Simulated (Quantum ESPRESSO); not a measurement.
## AlN, zinc blende: band edges under a change of volume

How fast do the gaps move when the cell is scaled evenly?

Calculated with Quantum ESPRESSO 7.5, LDA, GBRV 1.5 ultrasoft potentials, cutoff 680 eV, Fermi–Dirac smearing 0.02 eV, k-mesh 11×11×11, no spin polarisation, no spin-orbit coupling.

Reference cell, relaxed at zero pressure with LDA (F-43m): a = 3.0743 Å, b = 3.0743 Å, c = 3.0743 Å, α = 60.00°, β = 60.00°, γ = 60.00°.

```csv
atom,x,y,z
Al,0.0000,0.0000,0.0000
N,0.7500,0.7500,0.7500
```

Levels are read on the k-mesh and along lines from Γ to X = (0.5, 0, 0.5), L = (0.5, 0.5, 0.5), K = (0.375, 0.375, 0.75) and W = (0.5, 0.25, 0.75) in the reciprocal basis of this cell (the letters only name these points), and count from the highest filled level.

| ln(V/V0) | gap (eV) | direct gap at Γ (eV) | lowest empty at X (eV) |
| --- | --- | --- | --- |
| −0.0619 | 3.248 | 4.881 | 3.248 |
| −0.0202 | 3.234 | 4.501 | 3.234 |
| 0.0000 | 3.226 | 4.320 | 3.226 |
| 0.0198 | 3.217 | 4.145 | 3.217 |
| 0.0392 | 3.209 | 3.976 | 3.209 |
| 0.0583 | 3.200 | 3.812 | 3.200 |

**Question.** Fit the lowest empty level at X and give it at ln(V/V0) = −0.0408, a row left out above.

A straight line through the 6 rows: the means are 0.005867 for ln(V/V0) and 3.2223 for the level, Σ(Δx)² = 0.009361 and ΣΔxΔy = −0.003755, so the slope is −0.003755/0.009361 = −0.4011 and the intercept 3.2223 − (−0.4011)(0.005867) = 3.2247.

The slope is the volume deformation potential of this gap, −0.40 eV, as a mean over the range. The line gives 3.241 eV. The run itself gives 3.241 eV, so the estimate misses by 0.000 eV, a rounding's worth.

The rows curve: the slope runs from −0.34 between the first two to −0.47 eV between the last two, so the line is a mean over the range.

The gap lies below the direct one at Γ in every row. Semilocal functionals give gaps that are too small, and the error differs from valley to valley, so the order of close valleys can be wrong too.

[Logs are printed without paths, hosts, clocks, repeated set-up lines and the standing remarks that a program may print on its own settings, such as how far it seeks lower states.]
